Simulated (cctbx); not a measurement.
## Interatomic vectors of Mg3Sc3Ag2Au

Space group P-62m (no. 189), a = 7.2470 Å, b = 7.2470 Å, c = 4.0330 Å, α = 90.00°, β = 90.00°, γ = 120.00°, content Au1 Ag2 Sc3 Mg3.

The data are simulated with cctbx, not measured: synchrotron X-rays, λ = 0.4959 Å, to d = 0.8 Å, 80 % of the full sphere, strongest reflection 40000 counts, noise from counting, a 6 % proportional error and a noise floor of 4 counts (s.d.); no absorption, some extinction.

Patterson synthesis from sharpened amplitudes, origin scaled to 1000:

```text
Patterson group P 6/m m m
      u       v       w   height  length (A)
  0.000   0.000   0.000   1000.0     0.00
  0.333   0.667   0.500    566.8     4.64
  0.333   0.667   0.000    138.3     4.18
  0.000   0.411   0.000    100.8     2.98
  0.000   0.243   0.500     74.6     2.68
  0.000   0.133   0.167     49.8     1.17
  0.075   0.425   0.000     48.8     2.85
  0.095   0.190   0.000     44.4     1.19
  0.000   0.000   0.288     42.6     1.16
  0.235   0.470   0.500     35.6     3.57
  0.086   0.368   0.500     34.6     3.15
  0.198   0.533   0.327     33.3     4.48
  0.000   0.162   0.000     29.6     1.18
  0.153   0.577   0.071     28.2     3.76
```

**Question.** Which atom pairs make the peaks, and where is the heaviest atom?

A peak at u stands for all pairs with xi − xj = u, with weight Σ ZiZj against Σ Z² = 12414 at the origin. Peak heights follow these weights only roughly, since form factors, motion and series ripples differ, all vectors within 0.55 Å of a peak are counted as merged into it though the farther ones add only part of their weight, and F(000) is left out, which lowers the whole map:

| u | v | w | shortest length (Å) | height | 1000 ΣZiZj/ΣZ² | pairs in the cell |
| --- | --- | --- | --- | --- | --- | --- |
| 0.333 | 0.667 | 0.500 | 4.64 | 567 | 598 | 2 × Au–Ag |
| 0.333 | 0.667 | 0.000 | 4.18 | 138 | 178 | 1 × Ag–Ag |
| 0.000 | 0.411 | 0.000 | 2.98 | 101 | 134 | 1 × Au–Sc |
| 0.000 | 0.243 | 0.500 | 2.68 | 75 | 76 | 1 × Au–Mg |
| 0.000 | 0.133 | 0.167 | 1.18 | 50 | 0 | none within 0.55 Å |
| 0.075 | 0.425 | 0.000 | 2.85 | 49 | 179 | 1 × Au–Sc, 1 × Ag–Mg |

The table stops at ten peaks or at a height of 45, below which ripples compete. In the model behind the data Au, the heaviest element, has 1 independent site: (0, 0, 1/2), up to an allowed shift of origin. No listed peak is a Au–Au vector, so the position follows from the cell content and the cross vectors. The whole model:

| atom | mult. | x | y | z | Ueq (Å²) |
| --- | --- | --- | --- | --- | --- |
| Au1 | 1 | 0 | 0 | 1/2 | 0.0093 |
| Ag1 | 2 | 1/3 | 2/3 | 0 | 0.0123 |
| Sc1 | 3 | 0 | 0.5862 | 1/2 | 0.0159 |
| Mg1 | 3 | 0 | 0.2403 | 0 | 0.0190 |

The model is made up (kin elements in a known structure type, no relaxation), so it says nothing on whether the phase exists.

[Logs are printed without paths, hosts, clocks, repeated set-up lines and the standing remarks that a program may print on its own settings, such as how far it seeks lower states.]
